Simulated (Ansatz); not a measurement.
Planning a run of Ansatz 0.2.0 on Na3WO4Cl (P4/nmm). The input:

```yaml
crystal:
  lattice:
    - [7.5181, 0.0, 0.0]
    - [0.0, 7.5181, 0.0]
    - [0.0, 0.0, 5.36]
  atoms:
    - { symbol: Na, position: [0.5, 0.0, 0.3583961323] }
    - { symbol: Na, position: [0.0, 0.5, 0.6416038677] }
    - { symbol: Na, position: [0.75, 0.25, 0.0] }
    - { symbol: Na, position: [0.25, 0.25, 0.0] }
    - { symbol: Na, position: [0.25, 0.75, 0.0] }
    - { symbol: Na, position: [0.75, 0.75, 0.0] }
    - { symbol: W, position: [0.0, 0.0, 0.5] }
    - { symbol: W, position: [0.5, 0.5, 0.5] }
    - { symbol: Cl, position: [0.5, 0.0, 0.842004016] }
    - { symbol: Cl, position: [0.0, 0.5, 0.157995984] }
    - { symbol: O, position: [0.8093847799, 0.0, 0.2988767308] }
    - { symbol: O, position: [0.5, 0.3093847799, 0.2988767308] }
    - { symbol: O, position: [0.1906152201, 0.0, 0.2988767308] }
    - { symbol: O, position: [0.5, 0.6906152201, 0.2988767308] }
    - { symbol: O, position: [0.3093847799, 0.5, 0.7011232692] }
    - { symbol: O, position: [0.0, 0.1906152201, 0.7011232692] }
    - { symbol: O, position: [0.6906152201, 0.5, 0.7011232692] }
    - { symbol: O, position: [0.0, 0.8093847799, 0.7011232692] }
kpoints:
  mp_grid: { grid: [4, 4, 4] }
hamiltonian:
  xc: pbe
  pseudopotentials: { kind: paw, azcp: { folder: soft_1 } }
scf:
  occupations: { method: fixed }
dielectric: {}
```

```sh
ansatz run input.yaml --threads 2 --pin off --max-ram 92160MiB --backend cuda --events-out ev --progress --plain --runs-dir out --devices 1 --max-vram 13GiB
```

Question: Estimate wall time and host memory on 1 × NVIDIA H100 80GB HBM3 (shared by 6 runs) with 2 threads of AMD EPYC 7R13 (Zen 3), shared host.

It took 46 s; on shared hardware allow 23 s to 92 s. Peak host memory was 2.9 GiB.

[Paths, hosts, dates, memory and timing lines, banners, echoed tables and standing remarks are left out of the program output.]

[Logs are printed without paths, hosts, clocks, repeated set-up lines and the standing remarks that a program may print on its own settings, such as how far it seeks lower states.]

[Runs of the session that timed out or met a known fault of the program may be left out.]

[Cells called generated may have been cut or substituted from an entry of the Crystallography Open Database or the Materials Project.]

[Hosts, paths, dates, database ids (printed as entryN), source tags and the programs' standing remarks are cut or masked in the printed files.]
